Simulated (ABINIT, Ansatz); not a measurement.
# How the form of the self-energy moves the gap of SrTiO3 (Tausonite), part 2 of 2

How much does the gap of SrTiO3 (Tausonite) depend on the approximation to the self-energy?

ABINIT 10.8.3; PBE and many-body steps on it, plane waves. Known limits of the many-body steps: not at the basis limit; no spin-orbit coupling; coarse k mesh.

So far. Step 5 (G0W0, von der Linden-Horsch plasmon pole): Against G0W0 in ABINIT (4×4×4 mesh, 238 bands, screening to 212.2 eV, Godby-Needs plasmon pole), the gap moves by +0.161 eV. Step 6 (G0W0, Engel-Farid plasmon pole): Against G0W0 in ABINIT (4×4×4 mesh, 238 bands, screening to 212.2 eV, Godby-Needs plasmon pole), the gap moves by +0.135 eV.

## (7) One-shot Hartree-Fock

This step: one-shot Hartree-Fock on PBE, plane waves, norm-conserving pseudopotentials.

run.abi reads:

```
acell 3*1.0 Angstrom
rprim 
  3.905280000000 0.000000000000 0.000000000000
  0.000000000000 3.905280000000 0.000000000000
  0.000000000000 0.000000000000 3.905280000000
ntypat 3
znucl 38 22 8
natom 5
typat 1 2 3 3 3
xred 
  0.500000000000 0.500000000000 0.500000000000
  0.000000000000 0.000000000000 0.000000000000
  0.500000000000 0.000000000000 0.000000000000
  0.000000000000 0.500000000000 0.000000000000
  0.000000000000 0.000000000000 0.500000000000
pp_dirpath "pseudos"
pseudos "Sr.upf, Ti.upf, O.upf"
ecut 38
ngkpt 4 4 4
nshiftk 1
shiftk 0 0 0
kptopt 1
chksymbreak 0
istwfk *1
occopt 1
irdwfk 1
optdriver 4
nband 24
gwcalctyp 5
ecutsigx 38
symsigma 1
nkptgw 2
kptgw 
  0.5000000000 0.5000000000 0.5000000000
  0.0000000000 0.0000000000 0.0000000000
bdgw 
  18 23
  18 23
ixc_sigma 40
fftgw 31
indata_prefix "in"
outdata_prefix "out"
tmpdata_prefix "tmp"
```

The run is started by

```bash
OMP_NUM_THREADS=1 mpirun -n 4 abinit run.abi > log
```

Output:

```text
.Version 10.8.3 of ABINIT. v10.8.2 released Aug 2026.

 Symmetries : space group Pm -3 m (#221); Bravais cP (primitive cubic)
[... echo of the input left out ...]
== DATASET  1 ==================================================================
-   mpi_nproc: 4, omp_nthreads: 1 (-1 if OMP is not activated)

--- !DatasetInfo
iteration_state: {dtset: 1, }
dimensions: {natom: 5, nkpt: 10, mband: 24, nsppol: 1, nspinor: 1, nspden: 1, mpw: 4632, }
cutoff_energies: {ecut:  38.0, pawecutdg:  -1.0, }
[...]
Band     E0 <VxcDFT>   SigX SigC(E0)      Z dSigC/dE  Sig(E)    E-E0       E
[...]
22   8.833 -18.883 -11.450   0.000   1.000   0.000 -11.450   7.433  16.266
       23   8.833 -18.883 -11.450   0.000   1.000   0.000 -11.450   7.433  16.266

== END DATASET(S) ==============================================================
================================================================================

 -outvars: echo values of variables after computation  --------
           etotal      0.0000000000E+00
            nband          24
             nkpt          10
          spgroup         221
 [... the other variables as echoed above ...]

 Calculation completed.
```

It took 3.8 s on 4 MPI ranks of Arm Neoverse V2, shared host; peak memory 0.86 GiB.

Numbers from this step:

| Item | Value |
| --- | --- |
| quasiparticle gap on the points computed | 14.33 eV |
| starting gap on the mesh | 1.908 eV |
| k of the valence top | 0.5, 0.5, 0.5 |
| k of the conduction bottom | 0, 0, 0 |
| least direct quasiparticle gap on the computed points | 14.52 eV |

Against G0W0 in ABINIT (4×4×4 mesh, 238 bands, screening to 212.2 eV, Godby-Needs plasmon pole), the gap moves by +10.856 eV.

## (8) Screening, 4×4×4 mesh, 238 bands, screening to 212.2 eV

This step: RPA screening on PBE, plane waves, norm-conserving pseudopotentials.

run.abi: that of step 7 with these lines changed.

```diff
@@ -26,16 +26,13 @@
 irdwfk 1
-optdriver 4
-nband 24
-gwcalctyp 5
-ecutsigx 38
-symsigma 1
-nkptgw 2
-kptgw 
-  0.5000000000 0.5000000000 0.5000000000
-  0.0000000000 0.0000000000 0.0000000000
-bdgw 
-  18 23
-  18 23
-ixc_sigma 40
-fftgw 31
+optdriver 3
+nband 238
+ecuteps 7.8
+inclvkb 2
+awtr 1
+symchi 1
+gwcalctyp 2
+nfreqre 16
+freqremax 40 eV
+nfreqim 8
+spmeth 0
 indata_prefix "in"
```

Output:

```text
.Version 10.8.3 of ABINIT. v10.8.2 released Aug 2026.

 Symmetries : space group Pm -3 m (#221); Bravais cP (primitive cubic)
[... echo of the input left out ...]
== DATASET  1 ==================================================================
-   mpi_nproc: 4, omp_nthreads: 1 (-1 if OMP is not activated)

--- !DatasetInfo
iteration_state: {dtset: 1, }
dimensions: {natom: 5, nkpt: 10, mband: 238, nsppol: 1, nspinor: 1, nspden: 1, mpw: 4632, }
cutoff_energies: {ecut:  38.0, pawecutdg:  -1.0, }
electrons: {nelect:   4.00000000E+01, charge:   0.00000000E+00, occopt:   1.00000000E+00, tsmear:   1.00000000E-02, }

 SCREENING: Calculation of the susceptibility and dielectric matrices

 Based on a program developped by R.W. Godby, V. Olevano, G. Onida, and L. Reining.
 Incorporated in ABINIT by V. Olevano, G.-M. Rignanese, and M. Torrent.
.Using double precision arithmetic ; gwpc =  8

[... cell and pseudopotentials left out ...]
--------------------------------------------------------------------------------

 ==== K-mesh for the wavefunctions ====
 Number of points in the irreducible wedge :    10
[... list of points left out ...]
 Together with 48 symmetry operations and time-reversal symmetry
 yields    64 points in the full Brillouin Zone.

 ==== Q-mesh for the screening function ====
 Number of points in the irreducible wedge :    10
[... list of points left out ...]
 Together with 48 symmetry operations and time-reversal symmetry
 yields    64 points in the full Brillouin Zone.

 setmesh: FFT mesh size selected  =    30x   30x   30
          total number of points  =        27000

 vcoul_init : cutoff-mode = AUXILIARY_FUNCTION
 q-points for optical limit:   1
     1)      0.000010    0.000020    0.000030

- screening: taking advantage of time-reversal symmetry
- Maximum band index for partially occupied states nbvw = 20
- Remaining bands to be divided among processors   nbcw = 218
- Number of bands treated by each node ~54

 Number of electrons calculated from density =   40.0000; Expected =   40.0000
 average of density, n =  0.099519
 r_s =    1.3387
 omega_plasma =   30.4305 [eV]

 calculating chi0 at frequencies [eV] :
  1    0.000000E+00    0.000000E+00
  2    2.666667E+00    0.000000E+00
  3    5.333333E+00    0.000000E+00
[...]
23    0.000000E+00    7.750118E+01
 24    0.000000E+00    1.091225E+02

--------------------------------------------------------------------------------
  q-point number  1        q = ( 0.000000, 0.000000, 0.000000) [r.l.u.]
--------------------------------------------------------------------------------
[... chi0 elements left out ...]
  [... further frequencies ...]

 No. of calculated frequencies >  15, stop printing
 For q-point:  0.000010 0.000020 0.000030
  dielectric constant =   6.3893
  dielectric constant without local fields =   6.7766

  Average fulfillment of the sum rule on Im[epsilon] for q-point    1 :     78.78  [%]
[... wings left out ...]
  q-point number  2        q = ( 0.250000, 0.000000, 0.000000) [r.l.u.]
--------------------------------------------------------------------------------
[... chi0 elements left out ...]
  [... further frequencies ...]

 No. of calculated frequencies >  15, stop printing
  Average fulfillment of the sum rule on Im[epsilon] for q-point    2 :     85.50  [%]

 [... 8 further q-points ...]
```

It took 40 min on 4 MPI ranks; peak memory 2.1 GiB.

This step gave:

```
ε∞ with local fields, on this mesh, along the program's q direction : 6.389
the same without local fields                                       : 6.777
plasma frequency                                                    : 30.43 eV
plane waves in the screening matrix                                 : 437
```

## (9) G0W0, contour deformation

This step: G0W0 on PBE, plane waves, norm-conserving pseudopotentials.

run.abi: that of step 8 with these lines changed.

```diff
@@ -26,13 +26,16 @@
 irdwfk 1
-optdriver 3
+optdriver 4
 nband 238
+gwcalctyp 2
+ecutsigx 38
+symsigma 1
+nkptgw 2
+kptgw 
+  0.5000000000 0.5000000000 0.5000000000
+  0.0000000000 0.0000000000 0.0000000000
+bdgw 
+  18 23
+  18 23
 ecuteps 7.8
-inclvkb 2
-awtr 1
-symchi 1
-gwcalctyp 2
-nfreqre 16
-freqremax 40 eV
-nfreqim 8
-spmeth 0
+irdscr 1
 indata_prefix "in"
```

Output:

```text
.Version 10.8.3 of ABINIT. v10.8.2 released Aug 2026.

 Symmetries : space group Pm -3 m (#221); Bravais cP (primitive cubic)
[... echo of the input left out ...]
== DATASET  1 ==================================================================
-   mpi_nproc: 4, omp_nthreads: 1 (-1 if OMP is not activated)

--- !DatasetInfo
iteration_state: {dtset: 1, }
dimensions: {natom: 5, nkpt: 10, mband: 238, nsppol: 1, nspinor: 1, nspden: 1, mpw: 4632, }
cutoff_energies: {ecut:  38.0, pawecutdg:  -1.0, }
[...]
Band     E0 <VxcDFT>   SigX SigC(E0)      Z dSigC/dE  Sig(E)    E-E0       E
[...]
23   8.833 -18.883 -11.450  -5.688   0.735  -0.361 -17.600   1.283  10.116
       23   0.000   0.000   0.000   0.000   0.000   0.000   0.000   0.000   0.000

== END DATASET(S) ==============================================================
================================================================================

 -outvars: echo values of variables after computation  --------
           etotal      0.0000000000E+00
            nband         238
             nkpt          10
          spgroup         221
 [... the other variables as echoed above ...]

 Calculation completed.
```

Wall time 42 s (4 MPI ranks); peak memory 3 GiB.

Numbers from this step:

```yaml
g0w0_gap_on_the_points_computed: 3.511 eV
starting_gap_on_the_mesh: 1.908 eV
k_of_the_valence_top: 0.5, 0.5, 0.5
k_of_the_conduction_bottom: 0, 0, 0
least_direct_g0w0_gap_on_the_computed_points: 3.889 eV
```

Against G0W0 in ABINIT (4×4×4 mesh, 238 bands, screening to 212.2 eV, Godby-Needs plasmon pole), the gap moves by +0.033 eV.

## (10) Side by side

Times are wall times on 4 MPI ranks of Arm Neoverse V2, shared host, good to a factor of about two. A run's time includes the screening step that it read.

| run | mesh | bands | screening cutoff (eV) | DFT gap (eV) | gap on the mesh (eV) | direct (eV) | ε∞ used | time |
| --- | --- | --- | --- | --- | --- | --- | --- | --- |
| G0W0, Godby-Needs plasmon pole | 4×4×4 | 238 | 212.2 | 1.908 | 3.478 | 3.854 | 6.39 | 5.1 min |
| G0W0, von der Linden-Horsch plasmon pole | 4×4×4 | 238 | 212.2 | 1.908 | 3.639 | 4.012 | 6.39 | 4.6 min |
| G0W0, Engel-Farid plasmon pole | 4×4×4 | 238 | 212.2 | 1.908 | 3.613 | 4.000 | 6.39 | 4.6 min |
| one-shot Hartree-Fock | 4×4×4 | - | - | 1.908 | 14.334 | 14.520 | - | 3.8 s |
| G0W0, contour deformation | 4×4×4 | 238 | 212.2 | 1.908 | 3.511 | 3.889 | 6.39 | 41 min |

## (11) Results

```json
{"G0W0, Godby-Needs plasmon pole": "3.478 eV", "G0W0, von der Linden-Horsch plasmon pole": "3.639 eV", "G0W0, Engel-Farid plasmon pole": "3.613 eV", "one-shot Hartree-Fock": "14.334 eV", "G0W0, contour deformation": "3.511 eV", "known limits": "not at the basis limit; no spin-orbit coupling; coarse k mesh"}
```

G0W0, von der Linden-Horsch plasmon pole: +0.161 eV against G0W0, Godby-Needs plasmon pole. G0W0, Engel-Farid plasmon pole: +0.135 eV against G0W0, Godby-Needs plasmon pole. One-shot Hartree-Fock: +10.856 eV against G0W0, Godby-Needs plasmon pole. G0W0, contour deformation: +0.033 eV against G0W0, Godby-Needs plasmon pole. Bare exchange alone opens the gap to 14.33 eV; against G0W0, correlation takes back 10.86 eV. Against experiment, by G0W0, Godby-Needs plasmon pole: the direct gap of 3.85 eV lies +0.08 eV from the measured 3.77 eV (direct, 300 K, 2013). An exciton line or allowed optical edge lies below the quasiparticle gap by the binding energy; a forbidden edge can push the onset above it. These are gaps on the mesh, at modest bands and cutoff. The calculation has static nuclei and no excitons; a measured gap holds zero-point and thermal motion, which mostly lowers it. Bands and cutoff are finite, so the gap is not at the basis limit. The miss can reach some tenths of an eV and take either sign; the mesh is an error of its own. In the G0W0 runs levels were corrected at 2 k points alone, so a gap called «on the mesh» is the least over those, and an edge elsewhere would be missed. The 4×4×4 mesh is coarse for this cell, which bears on the long-range parts of exchange and screening. This is the ideal cubic cell; many perovskites, halides above all, are cubic only on average, and local tilts or off-centring can widen the gap. The many-body steps are scalar-relativistic: spin-orbit coupling is not in them.

[Paths, hosts, dates, memory and timing lines, banners, echoed tables and standing remarks are left out of the program output.]

[Logs are printed without paths, hosts, clocks, repeated set-up lines and the standing remarks that a program may print on its own settings, such as how far it seeks lower states.]

[Runs of the session that timed out or met a known fault of the program may be left out.]

[Hosts, paths, dates, database ids (printed as entryN), source tags and the programs' standing remarks are cut or masked in the printed files.]

[G0W0 gaps are taken among the corrected bands and points alone; a level outside them can change the order at an edge.]

[Where Ansatz stands beside ABINIT at settings called matched, ABINIT's density can come from a denser mesh and the files from another edition; pairs whose starting gaps differed by over 0.03 eV were left out, so agreement reads better than it is.]
